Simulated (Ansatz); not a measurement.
# Site preference of a vacancy of Al in glassy 60SiO2-30Al2O3-5Li2O-5TiO2 (mol %) (72 atoms), part 2 of 3

At which site of glassy 60SiO2-30Al2O3-5Li2O-5TiO2 (mol %) (72 atoms) does a vacancy of Al cost least, and what about the site decides it?

Ansatz 0.2.0; Kohn-Sham DFT, revPBE, PAW (set soft_2), plane waves.

The cell: 12 Si, 12 Al, 2 Li, 1 Ti and 45 O. The quench rate of 20 K/ps is many orders above laboratory rates. The starting topology of bonds comes from the classical model. Only the Γ point is sampled, in a cell whose shortest periodic width is 10 Å.

So far. Step 2 (Single point at the start): The r.m.s. force at the start is 1.2 eV/Å. Step 3 (Relaxation): The relaxation converged after 29 steps, 5.30 eV below its start, with a largest force component of 0.046 eV/Å.

## (4) Single point at the relaxed geometry

One more single point at the end of the walk gives the fuller output and checks the residual forces.

File input.yaml:

```yaml
crystal:
  lattice:
    - [9.57354, 0.0, 0.0]
    - [0.0, 9.57354, 0.0]
    - [0.0, 0.0, 9.57354]
  atoms:
    - { symbol: Si, position: [0.55905, 0.87109, 0.44069] }
    - { symbol: Si, position: [0.43998, 0.89628, 0.83426] }
    - { symbol: Si, position: [0.67377, 0.98377, 0.17921] }
    - { symbol: Si, position: [0.57368, 0.61765, 0.92789] }
    - { symbol: Si, position: [0.92543, 0.57695, 0.52223] }
    - { symbol: Si, position: [0.61372, 0.58109, 0.5963] }
    [... 60 atom lines left out ...]
    - { symbol: O, position: [0.14212, 0.13315, 0.8048] }
    - { symbol: O, position: [0.39891, 0.17788, 0.69392] }
    - { symbol: O, position: [0.88864, 0.05132, 0.78727] }
    - { symbol: O, position: [0.66015, 0.86044, 0.2973] }
    - { symbol: O, position: [0.74395, 0.92277, 0.03202] }
    - { symbol: O, position: [0.35632, 0.00439, 0.93657] }
kpoints:
  mp_grid: { grid: [1, 1, 1] }
hamiltonian:
  xc: revpbe
scf:
  occupations: { method: gaussian, width: 0.025 }
output:
  forces: true
  stress: true
  populations: true
  dos:
    method: { smearing: { sigma: 0.15 } }
    de: 0.1
    projected: { site_lists: { Al: [Al], Li: [Li], O: [O], Si: [Si], Ti: [Ti] } }
  eigenvalues: true
  write_density: true
  write_potential: true
  volumetric_format: npy
  elf: true
```

Run with:

```console
$ ansatz run input.yaml --threads 4 --pin off --max-ram 8192MiB --backend cpu --events-out ev --progress --plain --runs-dir out
```

Numbers of over 12 decimals in the logs are rounded to 6 here.

What it wrote:

```text
[...]
Crystal: 72 atoms, lattice volume = 877.440 Å³
Basis set: ecut = 420 eV, 17071 PW (Γ), exchange–correlation on 128×128×128 points (8 copies of the dense FFT grid, shifted against one another)
Bands: 258, of which v1, the nominal top of the filled ones, is band 186 counted from 1 (185 counted from 0)
Symmetry: 1 space group operations
[...]
k-points: 1
[...]
SCF iter   1: F=—  HF=-42720.673253 eV  |F-HF|=—  |Δ(HF+E_count)|=         —  Δρ=4.09e-3  dr2=1.75e-1  ethr=1.77e-3  ⟨swp⟩=6.0  Hψ=1147  notcnv=0  defer=31
[...]
SCF iter  10: F=-42720.656819 eV  HF=-42720.656819 eV  |F-HF|=3.26e-8  |Δ(HF+E_count)|=   1.18e-7  Δρ=2.73e-6  dr2=6.44e-8  ethr=2.69e-11  ⟨swp⟩=17.0  Hψ=2368  notcnv=0
SCF 1 converged in 10 iterations: F = -42720.656819 eV  dr2 = 6.44e-8
[...]
SCF converged after 10 iterations
Free energy (F): -42720.656819 eV
[...]
Internal energy: -42720.656819 eV  (E = F + TS)
E sigma→0 (E₀):  -42720.656819 eV
Fermi energy:    5.526923 eV
[...]
--- Forces (eV/Å), atoms counted from 1 ---
  atom   1  Si     0.00442255    -0.01091345     0.00376383
  atom   2  Si    -0.00917410     0.00038537     0.00772963
  atom   3  Si     0.00778799     0.01243547     0.00648042
  atom   4  Si     0.02358695     0.01076375     0.02178697
  atom   5  Si    -0.01153756    -0.01913864    -0.01477793
  atom   6  Si    -0.01813147    -0.00048840     0.01421091
  atom   7  Si     0.01692163     0.00607232    -0.00842763
  atom   8  Si     0.00743793     0.01333440     0.01214103
  atom   9  Si     0.01702558    -0.00361239     0.01178274
  atom  10  Si    -0.00229967    -0.01480826     0.00150973
  atom  11  Si     0.04105738     0.03651751     0.00848094
  atom  12  Si     0.00734745    -0.01000130    -0.01044066
  atom  13  Al    -0.01073416    -0.01258546    -0.00014478
  atom  14  Al     0.01604439     0.02453446     0.01718027
[...]
atom  71  O     -0.00182939    -0.01013416     0.02077554
  atom  72  O     -0.00482581    -0.00118051    -0.01691867
  max |Σ_I F_I| component: 2.71e-4 eV/Å
--- Stress (GPa, compression-positive) ---
        6.732232      -0.068487       0.257769
       -0.068483       4.647734      -2.540040
        0.257773      -2.540041       4.009879
  P = ⅓ Tr σ = 5.1299 GPa (51.299 kbar)
--- Band table (eV) ---
[...]
--- Löwdin populations: 72 sites ---
  site symbol       q [e]
     0     Si      2.2540
     1     Si      2.2469
     2     Si      2.2257
[...]
71      O      6.7767
  spilling = 0.010727 (of n_electrons = 372.000000)
```

Run time: 7.3 s. Hardware: 4 threads of Intel Xeon Platinum 8488C (Sapphire Rapids), shared host; peak memory 1.1 GiB; 25 s of CPU time.

The run gave:

```
free energy                                      : -42720.6568 eV
free energy per atom                             : -593.3425 eV/atom
SCF cycles                                       : 10
pressure                                         : 5.13 GPa
r.m.s. force component                           : 0.01357 eV/Å
longest force                                    : 0.0621 eV/Å
Fermi energy                                     : 5.527 eV
gap (highest filled to lowest empty level) : 2.508 eV
spilling of the projection                       : 0.01073
```

## (5) Vacancy of Al, site Al17

The site has 4 bonded neighbours (O4) at 1.77 Å on average, by cutoffs that count no bonds between two metal atoms or like ions. The change is made in the relaxed cell and the atoms are relaxed again, with spin allowed.

File input.yaml:

```yaml
crystal:
  lattice:
    - [9.57354, 0.0, 0.0]
    - [0.0, 9.57354, 0.0]
    - [0.0, 0.0, 9.57354]
  atoms:
    [... atom lines 1 to 13 left out ...]
    - { symbol: Al, position: [0.87523, 0.77365, 0.03297] }
    - { symbol: Al, position: [0.25751, 0.82077, 0.53763] }
    - { symbol: Al, position: [0.00566, 0.05612, 0.62817] }
    - { symbol: Al, position: [0.35715, 0.48804, 0.42008] }
    - { symbol: Al, position: [0.07937, 0.30696, 0.45445] }
    - { symbol: Al, position: [0.84072, 0.47504, 0.00938] }
    - { symbol: Al, position: [0.55968, 0.11879, 0.65365] }
    [... atom lines 21 to 71 left out ...]
magnetization:
  spin_polarized: true
kpoints:
  mp_grid: { grid: [1, 1, 1] }
hamiltonian:
  xc: revpbe
scf:
  occupations: { method: fermi_dirac, width: 0.025 }
  lower_state_search: "off"
output:
  forces: true
  eigenvalues: true
relax:
  f_tol: 0.05
  max_steps: 90
```

What it wrote:

```text
[...]
Crystal: 71 atoms, lattice volume = 877.440 Å³
Basis set: ecut = 420 eV, 17071 PW (Γ), exchange–correlation on 128×128×128 points (8 copies of the dense FFT grid, shifted against one another)
Bands: 257, of which v1, the nominal top of the filled ones, is band 185 counted from 1 (184 counted from 0)
Symmetry: 1 space group operations
[...]
k-points: 1
[...]
Starting moments: Σ|m| = 2.4 μB on 4 of 71 sites
[...]
SCF iter   1: F=—  HF=-42211.236791 eV  |F-HF|=—  |Δ(HF+E_count)|=         —  Δρ=8.08e-2 (↑7.66e-2 ↓8.08e-2)  dr2=3.56e2  dr2_m=1.38e0  M=4.105 μB ∫|m|=4.178 μB  β_m=0.30  ethr=3.10e-3  ⟨swp⟩=6.0  Hψ=2271  notcnv=0  defer=43
[...]
spin=Collinear: Kerker preconditioning applied to the charge; magnetization (m = ρ↑ − ρ↓) channel mixes plain (no charge-response kernel on spin).
SCF iter   2: F=—  HF=-42185.704203 eV  |F-HF|=—  |Δ(HF+E_count)|=    2.55e1  Δρ=5.08e-2 (↑3.94e-2 ↓5.08e-2)  dr2=8.12e1  dr2_m=1.24e0  M=1.033 μB ∫|m|=1.405 μB  β_m=0.30  ethr=3.10e-3  ⟨swp⟩=4.0  Hψ=1001  notcnv=0  defer=127
[...]
spin=Collinear: Resta preconditioning applied to the charge; magnetization (m = ρ↑ − ρ↓) channel mixes plain (no charge-response kernel on spin).
SCF iter   3: F=—  HF=-42172.996930 eV  |F-HF|=—  |Δ(HF+E_count)|=    1.27e1  Δρ=2.95e-2 (↑2.31e-2 ↓2.95e-2)  dr2=2.42e1  dr2_m=8.57e-1  M=2.999 μB ∫|m|=3.114 μB  β_m=0.30  ethr=3.10e-3  ⟨swp⟩=3.0  Hψ=988  notcnv=0  defer=130
SCF iter   4: F=—  HF=-42170.966086 eV  |F-HF|=—  |Δ(HF+E_count)|=    2.03e0  Δρ=3.04e-2 (↑1.78e-2 ↓3.04e-2)  dr2=2.23e1  dr2_m=8.85e-1  M=1.954 μB ∫|m|=2.238 μB  β_m=0.30  ethr=3.10e-3  ⟨swp⟩=3.0  Hψ=882  notcnv=0  defer=130
[...]
SCF iter  10: F=—  HF=-42169.768942 eV  |F-HF|=—  |Δ(HF+E_count)|=   6.86e-2  Δρ=4.73e-3 (↑2.51e-3 ↓4.73e-3)  dr2=3.27e-1  dr2_m=6.06e-2  M=2.982 μB ∫|m|=3.146 μB  β_m=0.30  ethr=7.57e-5  ⟨swp⟩=2.0  Hψ=541  notcnv=0  defer=130
[...]
spin-set hold released at iteration 10 (site moments contracting): the magnetisation degrees of freedom join the quasi-Newton model from the next iteration; the mixer history was flushed
SCF iter  11: F=—  HF=-42169.867883 eV  |F-HF|=—  |Δ(HF+E_count)|=   9.89e-2  Δρ=1.23e-2 (↑4.46e-3 ↓1.23e-2)  dr2=3.70e0  dr2_m=1.79e-1  M=2.403 μB ∫|m|=2.660 μB  β_m=0.11  ethr=7.57e-5  ⟨swp⟩=2.0  Hψ=673  notcnv=0  defer=130  recentre
SCF iter  12: F=—  HF=-42169.782711 eV  |F-HF|=—  |Δ(HF+E_count)|=   8.52e-2  Δρ=4.46e-3 (↑2.32e-3 ↓4.46e-3)  dr2=2.88e-1  dr2_m=5.39e-2  M=2.994 μB ∫|m|=3.159 μB  β_m=0.08  ethr=7.57e-5  ⟨swp⟩=2.0  Hψ=878  notcnv=0  defer=130
[...]
SCF iter  26: F=-42169.846192 eV  HF=-42169.846211 eV  |F-HF|=1.88e-5  |Δ(HF+E_count)|=   3.71e-6  Δρ=4.50e-5 (↑5.59e-6 ↓4.50e-5)  dr2=2.42e-5  dr2_m=4.22e-6  M=3.000 μB ∫|m|=3.227 μB  β_m=0.25  ethr=1.05e-8  ⟨swp⟩=3.0  Hψ=1520  notcnv=0
SCF iter  27: F=-42169.846208 eV  HF=-42169.846211 eV  |F-HF|=3.07e-6  |Δ(HF+E_count)|=   2.62e-7  Δρ=1.67e-5 (↑3.74e-6 ↓1.67e-5)  dr2=3.95e-6  dr2_m=6.06e-7  M=3.000 μB ∫|m|=3.227 μB  ethr=6.56e-9  ⟨swp⟩=2.0  Hψ=1244  notcnv=0
SCF 1 converged in 27 iterations: F = -42169.846208 eV  dr2 = 3.95e-6
[...]
relax step   1: F+E_penalty+E_count = -42169.84620774 eV  Δ(F+E_penalty+E_count) = +0.000e0 eV  max|allowed force component| = 2.570e0 eV/Å  Δτ_max = 0.0000 Å  (27 SCF iters, dr2 threshold 6.25e-5 eV, accepted)
[... from here on, the SCF cycles and remarks between the steps are left out ...]
relax step   2: F+E_penalty+E_count = -42170.36054522 eV  Δ(F+E_penalty+E_count) = -5.143e-1 eV  max|allowed force component| = 2.043e0 eV/Å  Δτ_max = 0.0799 Å  (14 SCF iters, dr2 threshold 1.00e-4 eV, accepted)
relax step   3: F+E_penalty+E_count = -42171.04375150 eV  Δ(F+E_penalty+E_count) = -6.832e-1 eV  max|allowed force component| = 3.690e-1 eV/Å  Δτ_max = 0.1941 Å  (18 SCF iters, dr2 threshold 1.00e-4 eV, accepted)
relax step   4: F+E_penalty+E_count = -42171.17403063 eV  Δ(F+E_penalty+E_count) = -1.303e-1 eV  max|allowed force component| = 4.601e-1 eV/Å  Δτ_max = 0.0853 Å  (14 SCF iters, dr2 threshold 8.51e-6 eV, accepted)
relax step   5: F+E_penalty+E_count = -42171.18362559 eV  Δ(F+E_penalty+E_count) = -9.595e-3 eV  max|allowed force component| = 9.896e-1 eV/Å  Δτ_max = 0.1798 Å  (14 SCF iters, dr2 threshold 1.32e-5 eV, accepted)
relax step   6: F+E_penalty+E_count = -42171.30079813 eV  Δ(F+E_penalty+E_count) = -1.172e-1 eV  max|allowed force component| = 1.461e-1 eV/Å  Δτ_max = 0.0815 Å  (10 SCF iters, dr2 threshold 1.00e-4 eV, accepted)
relax step   7: F+E_penalty+E_count = -42171.31909603 eV  Δ(F+E_penalty+E_count) = -1.830e-2 eV  max|allowed force component| = 1.473e-1 eV/Å  Δτ_max = 0.0315 Å  (14 SCF iters, accepted)
relax step   8: F+E_penalty+E_count = -42171.34453581 eV  Δ(F+E_penalty+E_count) = -2.544e-2 eV  max|allowed force component| = 1.603e-1 eV/Å  Δτ_max = 0.0728 Å  (16 SCF iters, accepted)
[...]
relax step  21: F+E_penalty+E_count = -42171.54886402 eV  Δ(F+E_penalty+E_count) = -2.504e-2 eV  max|allowed force component| = 1.366e-1 eV/Å  Δτ_max = 0.1306 Å  (11 SCF iters, accepted)
relax step  22: F+E_penalty+E_count = -42171.53374192 eV  Δ(F+E_penalty+E_count) = +1.512e-2 eV  max|allowed force component| = 3.748e-1 eV/Å  Δτ_max = 0.1962 Å  (10 SCF iters, dr2 threshold 2.68e-6 eV, rejected (line search))
relax step  23: F+E_penalty+E_count = -42171.57783998 eV  Δ(F+E_penalty+E_count) = -2.898e-2 eV  max|allowed force component| = 1.276e-1 eV/Å  Δτ_max = 0.0981 Å  (11 SCF iters, accepted)
relax step  24: F+E_penalty+E_count = -42171.59099738 eV  Δ(F+E_penalty+E_count) = -1.316e-2 eV  max|allowed force component| = 1.655e-1 eV/Å  Δτ_max = 0.0966 Å  (8 SCF iters, dr2 threshold 1.42e-5 eV, accepted)
relax step  25: F+E_penalty+E_count = -42171.60733385 eV  Δ(F+E_penalty+E_count) = -1.634e-2 eV  max|allowed force component| = 1.448e-1 eV/Å  Δτ_max = 0.0325 Å  (7 SCF iters, dr2 threshold 2.39e-5 eV, accepted)
relax step  26: F+E_penalty+E_count = -42171.64210515 eV  Δ(F+E_penalty+E_count) = -3.477e-2 eV  max|allowed force component| = 1.914e-1 eV/Å  Δτ_max = 0.1149 Å  (8 SCF iters, dr2 threshold 1.60e-5 eV, accepted)
relax step  27: F+E_penalty+E_count = -42171.67651743 eV  Δ(F+E_penalty+E_count) = -3.441e-2 eV  max|allowed force component| = 3.501e-1 eV/Å  Δτ_max = 0.1959 Å  (8 SCF iters, dr2 threshold 2.80e-5 eV, accepted)
relax step  28: F+E_penalty+E_count = -42171.70879603 eV  Δ(F+E_penalty+E_count) = -3.228e-2 eV  max|allowed force component| = 4.357e-1 eV/Å  Δτ_max = 0.1291 Å  (6 SCF iters, dr2 threshold 1.00e-4 eV, accepted)
relax step  29: F+E_penalty+E_count = -42171.75125074 eV  Δ(F+E_penalty+E_count) = -4.245e-2 eV  max|allowed force component| = 2.344e-1 eV/Å  Δτ_max = 0.1962 Å  (6 SCF iters, dr2 threshold 1.00e-4 eV, accepted)
relax step  30: F+E_penalty+E_count = -42171.76813091 eV  Δ(F+E_penalty+E_count) = -1.688e-2 eV  max|allowed force component| = 1.161e-1 eV/Å  Δτ_max = 0.0174 Å  (7 SCF iters, dr2 threshold 1.59e-5 eV, accepted)
relax step  31: F+E_penalty+E_count = -42171.77990662 eV  Δ(F+E_penalty+E_count) = -1.178e-2 eV  max|allowed force component| = 1.009e-1 eV/Å  Δτ_max = 0.0356 Å  (8 SCF iters, dr2 threshold 3.31e-6 eV, accepted)
relax step  32: F+E_penalty+E_count = -42171.78765451 eV  Δ(F+E_penalty+E_count) = -7.748e-3 eV  max|allowed force component| = 1.139e-1 eV/Å  Δτ_max = 0.0395 Å  (10 SCF iters, accepted)
relax step  33: F+E_penalty+E_count = -42171.79251543 eV  Δ(F+E_penalty+E_count) = -4.861e-3 eV  max|allowed force component| = 8.788e-2 eV/Å  Δτ_max = 0.0276 Å  (7 SCF iters, dr2 threshold 9.80e-6 eV, accepted)
relax step  34: F+E_penalty+E_count = -42171.79845530 eV  Δ(F+E_penalty+E_count) = -5.940e-3 eV  max|allowed force component| = 7.824e-2 eV/Å  Δτ_max = 0.0370 Å  (9 SCF iters, dr2 threshold 4.59e-6 eV, accepted)
relax step  35: F+E_penalty+E_count = -42171.80317868 eV  Δ(F+E_penalty+E_count) = -4.723e-3 eV  max|allowed force component| = 9.118e-2 eV/Å  Δτ_max = 0.0305 Å  (9 SCF iters, dr2 threshold 3.64e-6 eV, accepted)
relax step  36: F+E_penalty+E_count = -42171.80931109 eV  Δ(F+E_penalty+E_count) = -6.132e-3 eV  max|allowed force component| = 1.051e-1 eV/Å  Δτ_max = 0.0395 Å  (9 SCF iters, dr2 threshold 6.59e-6 eV, accepted)
relax step  37: F+E_penalty+E_count = -42171.81473882 eV  Δ(F+E_penalty+E_count) = -5.428e-3 eV  max|allowed force component| = 7.222e-2 eV/Å  Δτ_max = 0.0328 Å  (8 SCF iters, dr2 threshold 1.10e-5 eV, accepted)
relax step  38: F+E_penalty+E_count = -42171.79320757 eV  Δ(F+E_penalty+E_count) = +2.153e-2 eV  max|allowed force component| = 2.403e-1 eV/Å  Δτ_max = 0.0930 Å  (12 SCF iters, rejected (line search))
relax step  39: F+E_penalty+E_count = -42171.82145104 eV  Δ(F+E_penalty+E_count) = -6.712e-3 eV  max|allowed force component| = 7.874e-2 eV/Å  Δτ_max = 0.0449 Å  (12 SCF iters, accepted)
relax step  40: F+E_penalty+E_count = -42171.81860974 eV  Δ(F+E_penalty+E_count) = +2.841e-3 eV  max|allowed force component| = 1.479e-1 eV/Å  Δτ_max = 0.1000 Å  (9 SCF iters, dr2 threshold 2.93e-6 eV, rejected (line search))
relax step  41: F+E_penalty+E_count = -42171.82672917 eV  Δ(F+E_penalty+E_count) = -5.278e-3 eV  max|allowed force component| = 4.171e-2 eV/Å  Δτ_max = 0.0495 Å  (11 SCF iters, accepted)
relax step  42: F+E_penalty+E_count = -42171.82884588 eV  Δ(F+E_penalty+E_count) = -2.117e-3 eV  max|allowed force component| = 4.002e-2 eV/Å  Δτ_max = 0.0485 Å  (11 SCF iters, accepted)
SCF converged after 11 iterations
Magnetization: 2.9998 μB (185.9999 up, 183.0001 down)
Absolute magnetization: 3.2885 μB (∫|ρ↑−ρ↓|, with the PAW one-centre terms)
[...]
Per-site moments (μB) at R_I (Å): [(-3.879298535409881e-5, 0.674898), (-0.00413653, 0.667203), (0.000156329, 0.658398), (5.2454477457871237e-5, 0.662726), (-5.618145644904817e-5, 0.648719), [...]
Free energy (F): -42171.828846 eV
[...]
Internal energy: -42171.828313 eV  (E = F + TS)
E sigma→0 (E₀):  -42171.828580 eV
Entropy (-TS):   -0.000532 eV (-0.007 meV/atom)
Fermi energy:    3.634806 eV
[...]
Σ components = -42171.828846   (vs F -42171.828846, Δ=0.00e0)
--- Forces (eV/Å), atoms counted from 1 ---
  atom   1  Si    -0.00784491     0.00851525     0.00686916
  atom   2  Si     0.01169336    -0.00442632    -0.01459289
  atom   3  Si    -0.02156338    -0.00787924     0.01937082
  atom   4  Si     0.02946838    -0.01514901     0.00379861
[...]
atom  71  O     -0.01788414    -0.00717243     0.00301683
  max |Σ_I F_I| component: 1.08e-4 eV/Å
--- Band table (eV) ---
[...]
--- Relaxed structure (42 steps of the walk, 38 accepted, 0 SCFs on fresh bases) ---
  F+E_penalty+E_count = -42171.82884588 eV   max|allowed force component| = 4.002e-2 eV/Å
  atoms:
    - { symbol: Si, position: [0.567410, 0.876594, 0.467115] }
    - { symbol: Si, position: [0.461271, 0.891514, 0.871456] }
    - { symbol: Si, position: [0.652514, 0.994258, 0.203923] }
    - { symbol: Si, position: [0.572658, 0.606673, 0.933322] }
[...]
- { symbol: O, position: [0.391932, 0.00928914, 0.970782] }
```

Run time: 7.6 min. Hardware: 4 threads; peak memory 1.6 GiB; 28 min of CPU time.

The relaxation converged after 42 steps, 1.98 eV below its start, with a largest force component of 0.040 eV/Å.

The surroundings of the place of the removed atom, after relaxation: 10 atoms, nearest first, with positions taken from that point. Atoms keep their numbers of the cell before the removal, where the removed atom was number 17.

```
atom      x      y      z  distance (Å)  bonds  moment (μB)
 O58   1.11  -1.08  -0.02          1.54      2         0.43
 O44  -1.59   0.26  -0.47          1.68      2         0.20
 O69   1.61   1.04  -0.71          2.04      2         0.33
Al14   0.57  -1.23   1.66          2.14      4         0.00
 O71  -0.69  -0.07   2.04          2.15      2         0.01
 Si2  -2.84  -0.43   0.29          2.89      4         0.00
Al21  -1.85   1.67  -1.49          2.90      4         0.00
Al22   2.70   1.40   0.65          3.11      4         0.00
Al13   2.83  -1.29  -0.53          3.15      5         0.00
 O49  -0.20  -2.93   1.37          3.24      3         0.02
```

The column of bonds counts only the pairs O-Si within 2.16 Å, O-Al within 2.19 Å, O-Li within 2.27 Å, O-Ti within 2.64 Å; other neighbours, such as metal atoms beside each other in a compound, aren't counted, and periodic images can show an atom twice.

The largest move is 1.31 Å, by Li25.

(Continued in part 3 of 3.)

[Logs are printed without paths, hosts, clocks, repeated set-up lines and the standing remarks that a program may print on its own settings, such as how far it seeks lower states.]

[Hosts, paths, dates, database ids (printed as entryN), source tags and the programs' standing remarks are cut or masked in the printed files.]
